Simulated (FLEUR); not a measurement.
# Anisotropy of FePt (c factor at fixed volume 0.97 on the database's cell) with FLEUR, part 2 of 2

Wanted: anisotropy for FePt (c factor at fixed volume 0.97 on the database's cell), with the cost of each step.

FLEUR MaX-R8.1; PBE; all-electron FLAPW, Dirac cores, scalar-relativistic bands.

So far. Step 2 (Self-consistent state): After 24 cycles the largest moment stands at 3.00 μB.

### Step 5. Spin–orbit coupling, moments along [001]

Level of this step: PBE; all-electron FLAPW, Dirac cores, scalar-relativistic bands with spin-orbit coupling (FLEUR).

Spin–orbit coupling ties the spins to the lattice and lets orbital moments form.

A new self-consistent run of the start ferro +, with the moments along z. The k list default-1 (kpts.xml, not shown) is a Γ-centred 20×20×16 mesh.

Contents of inp.xml:

```
<?xml version="1.0" encoding="UTF-8" standalone="no"?>
<fleurInput fleurInputVersion="0.39">
   <comment>
      FePt
   </comment>
   <calculationSetup>
      <cutoffs Kmax="3.6" Gmax="10.8" GmaxXC="10.8" numbands="72"/>
      <scfLoop itmax="110" minDistance="0.00002" maxIterBroyd="15" imix="Anderson" alpha="0.05" precondParam="0.0" spinf="2.0" sdNocoIR="T"/>
      <coreElectrons ctail="T" frcor="F" kcrel="0" coretail_lmax="0"/>
      <xcFunctional name="pbe" relativisticCorrections="F"/>
      <magnetism jspins="2"/>
      <soc l_soc="T" theta="0.0" phi="0.0" spav="F"/>
      <expertModes spex="0" secvar="F"/>
      <geometryOptimization l_f="F" forcealpha="1.0" forcemix="BFGS" epsdisp="0.00001" epsforce="0.00001"/>
      <ldaU l_linMix="F" mixParam="0.05" spinf="1.0"/>
   </calculationSetup>
   <cell>
      <bzIntegration valenceElectrons="32.0" mode="hist" fermiSmearingEnergy="0.00183747">
         <kPointListSelection listName="default-1"/>
         <xi:include xmlns:xi="http://www.w3.org/2001/XInclude" href="kpts.xml"> </xi:include>
      </bzIntegration>
      <xi:include xmlns:xi="http://www.w3.org/2001/XInclude" href="sym.xml"> </xi:include>
      <bulkLattice scale="1.0">
         <bravaisMatrix>
            <row-1>    5.2256507328490720     0.0000000000000000     0.0000000000000000</row-1>
            <row-2>    0.0000000000000000     5.2256507328490720     0.0000000000000000</row-2>
            <row-3>    0.0000000000000000     0.0000000000000000     6.8188877480066399</row-3>
         </bravaisMatrix>
      </bulkLattice>
   </cell>
   <atomSpecies>
      <species name="Iron (Fe) 2.800" element="Fe" atomicNumber="26">
         <mtSphere radius="2.45" gridPoints="811" logIncrement="0.015"/>
         <atomicCutoffs lmax="10" lnonsphr="8"/>
         <electronConfig flipSpins="F">
            <coreConfig>(1s1/2) (2s1/2) (2p1/2) (2p3/2)</coreConfig>
            <valenceConfig>(3s1/2) (3p1/2) (3p3/2) (4s1/2) (3d3/2) (3d5/2)</valenceConfig>
            <stateOccupation state="(3d3/2)" spinUp="1.4" spinDown="1.0"/>
            <stateOccupation state="(3d5/2)" spinUp="3.0" spinDown="0.6"/>
         </electronConfig>
         <energyParameters s="4" p="4" d="3" f="4"/>
         <lo type="SCLO" l="0" n="3" eDeriv="0"/>
         <lo type="SCLO" l="1" n="3" eDeriv="0"/>
      </species>
      <species name="Platinum (Pt)" element="Pt" atomicNumber="78">
         <mtSphere radius="2.45" gridPoints="811" logIncrement="0.016"/>
         <atomicCutoffs lmax="10" lnonsphr="8"/>
         <electronConfig flipSpins="F">
            <coreConfig>(1s1/2) (2s1/2) (2p1/2) (2p3/2) (3s1/2) (3p1/2) (3p3/2) (4s1/2) (3d3/2) (3d5/2) (4p1/2) (4p3/2) (5s1/2) (4d3/2) (4d5/2) (4f5/2) (4f7/2)</coreConfig>
            <valenceConfig>(5p1/2) (5p3/2) (6s1/2) (5d3/2) (5d5/2)</valenceConfig>
            <stateOccupation state="(6s1/2)" spinUp="0.500000" spinDown="0.500000"/>
            <stateOccupation state="(5d3/2)" spinUp="1.800000" spinDown="1.800000"/>
            <stateOccupation state="(5d5/2)" spinUp="2.700000" spinDown="2.700000"/>
         </electronConfig>
         <energyParameters s="6" p="6" d="5" f="5"/>
         <lo type="SCLO" l="1" n="5" eDeriv="0"/>
      </species>
   </atomSpecies>
   <atomGroups>
      <atomGroup species="Iron (Fe) 2.800">
         <relPos label="                   1">.0000000000 .0000000000 .0000000000</relPos>
         <force calculate="T" relaxXYZ="TTT"/>
      </atomGroup>
      <atomGroup species="Platinum (Pt)">
         <relPos label="                   2">1.000/2.000 1.000/2.000 1.000/2.000</relPos>
         <force calculate="T" relaxXYZ="TTT"/>
      </atomGroup>
   </atomGroups>
   <output dos="F" band="F" slice="F">
      <bandDOS minEnergy="-.5*Htr" maxEnergy="0.5*Htr" sigma="0.015" storeEVData="T"/>
      <plotting iplot="0" polar="F">
         <plot TwoD="T" vec1="  1.0  0.0  0.0" vec2="  0.0  1.0  0.0" vec3="  0.0  0.0  1.0" zero="  0.0  0.0  0.0" file="plot"/>
      </plotting>
      <moessbauerParams electricFieldGradient="F" isomerShift="F" coreHyperfine="F" valenceHyperfine="F"/>
   </output>
</fleurInput>
```

Contents of crystal.txt:

```
FePt
&input film=F cartesian=F /
2.76529528000  0.00000000000  0.00000000000
0.00000000000  2.76529528000  0.00000000000
0.00000000000  0.00000000000  3.60840000000
1.8897261246
1.0 1.0 1.0

2
26 0.00000000000  0.00000000000  0.00000000000 : 2.800
78 0.50000000000  0.50000000000  0.50000000000

&soc 0.0000000 0.0000000 /
&kpt div1=20 div2=20 div3=16 gamma=T /
```

Started as:

```bash
> OMP_NUM_THREADS=1 inpgen -f crystal.txt > inpgen.log  # inp.xml is then edited as shown
> OMP_NUM_THREADS=1 mpirun -n 4 fleur_MPI > fleur.log
```

Log:

```text
[banner, memory and clock lines left out]
Welcome to FLEUR        (www.flapw.de)
      MaX-Release 8.1          (www.max-centre.eu)

 ========== k-point set info ==========
 Selected k-point list: default-1
 k-point list type: mesh
 0 x 0 x 0
 Number of k points: 920

 [... set-up left out ...]
 Iteration:     1   Distance:      40.56203662 me/bohr^3
 Iteration:     2   Distance:      16.19021516 me/bohr^3
 Iteration:     3   Distance:      12.84754626 me/bohr^3
 Iteration:     4   Distance:       9.18939239 me/bohr^3
 Iteration:     5   Distance:       8.80066317 me/bohr^3
 Iteration:     6   Distance:       9.01137610 me/bohr^3
 Iteration:     7   Distance:       3.72135467 me/bohr^3
 Iteration:     8   Distance:       2.67604501 me/bohr^3
 Iteration:     9   Distance:       1.19119543 me/bohr^3
 Iteration:    10   Distance:       0.47950973 me/bohr^3
 Iteration:    11   Distance:       0.18754028 me/bohr^3
 Iteration:    12   Distance:       0.04997540 me/bohr^3
 Iteration:    13   Distance:       0.03013158 me/bohr^3
 Iteration:    14   Distance:       0.01172158 me/bohr^3
[... lines left out ...]
 Iteration:    18   Distance:       0.00193122 me/bohr^3
 Iteration:    19   Distance:       0.00135566 me/bohr^3
 Iteration:    20   Distance:       0.00064999 me/bohr^3
 Iteration:    21   Distance:       0.00021300 me/bohr^3
 Iteration:    22   Distance:       0.00007777 me/bohr^3
 Iteration:    23   Distance:       0.00005002 me/bohr^3
 Iteration:    24   Distance:       0.00001953 me/bohr^3

 ********************************************************************
 Run finished successfully
 Stop message:
   all done
 ********************************************************************

--- out.xml (last complete iteration) ---
<iteration numberForCurrentRun="   24" overallNumber="   24">
         [... left out ...]
         <bandgap value="0.0000000000" units="eV"/>
         <sumValenceSingleParticleEnergies value="-18.2680304109" units="Htr"/>
         <FermiEnergy value="0.4326118961" units="Htr"/>
         [... left out ...]
         <magneticMomentsInMTSpheres units="muBohr">
            <globalMagMoment atomType="1" vec="0.00000   0.00000   2.97875"/>
            <globalMagMoment atomType="2" vec="0.00000   0.00000   0.41136"/>
         </magneticMomentsInMTSpheres>
         <orbitalMomentsInMTSpheres units="muBohr">
            <globalMagMoment atomType="1" vec="0.00000   0.00000   0.05846"/>
            <globalMagMoment atomType="2" vec="0.00000   0.00000   0.05460"/>
         </orbitalMomentsInMTSpheres>
         [... left out ...]
         <totalEnergy value="   -19719.5937689574" units="Htr">
            <sumOfEigenvalues value="   -12061.5095505011">
               <coreElectrons value="-12043.2415200902"/>
               <valenceElectrons value="-18.2680304109"/>
            </sumOfEigenvalues>
         [... left out ...]
            <freeEnergy value="-19719.5942008532"/>
            <extrapolationTo0K value="-19719.5939849053"/>
         </totalEnergy>
         <densityConvergence units="me/bohr^3">
            <chargeDensity spin="1" distance="0.0000089216"/>
            <chargeDensity spin="2" distance="0.0000132616"/>
            <overallChargeDensity distance="0.0000195322"/>
            <spinDensity distance="0.0000113766"/>
         </densityConvergence>
      </iteration>
```

The job ended after 10 min (4 MPI ranks of Arm Neoverse V1, shared host; peak memory 0.96 GiB; 40 min of CPU time).

This step gave:

```yaml
free_energy: -536597.4944 eV
program_s_band_gap_on_this_mesh_in_a_metal_only_a_level_spacing: 0 eV
magnetization: 3.326 μB
final_state: ferromagnetic
largest_moment: 2.979 μB
orbital_moment_along_the_spin: 0.05846 μB
```

Orbital moment in the sphere, along the spin axis by atom:

| atom | orbital moment in the sphere, along the spin axis (μB) |
| --- | --- |
| Fe1 | 0.0585 |
| Pt2 | 0.0546 |

### Step 6. Outcome

```
reference state                                                             : ferromagnetic
largest sphere moment                                                       : 3.00 μB
easy direction of those tried                                               : [001]
energy along [100] less [001], force theorem                                : 1.68 meV a primitive cell
orbital moment on the atom of largest spin, along its spin (spin–orbit run) : 0.0585 μB
```

What this shows: By the force theorem the moments prefer [001]; shape anisotropy is not in it. The difference for the second direction goes from 2.3 meV (mesh 14×14×11, 72 states, 7 min of CPU time) to 1.7 meV (mesh 20×20×16, 72 states, 21 min), so it is not converged. The orbital moment is parallel to the spin. The state was typed, and no other order was converged beside it, so it need not be the ground state.

[Logs and program files are shortened in this print: banners, set-up blocks, solver, clock and traceback lines can be left out without a mark of their own.]

[Logs are printed without paths, hosts, clocks, repeated set-up lines and the standing remarks that a program may print on its own settings, such as how far it seeks lower states.]

[Hosts, paths, dates, database ids (printed as entryN), source tags and the programs' standing remarks are cut or masked in the printed files.]

[Where a cell is said to come from a database of computed structures, the database is the Materials Project.]
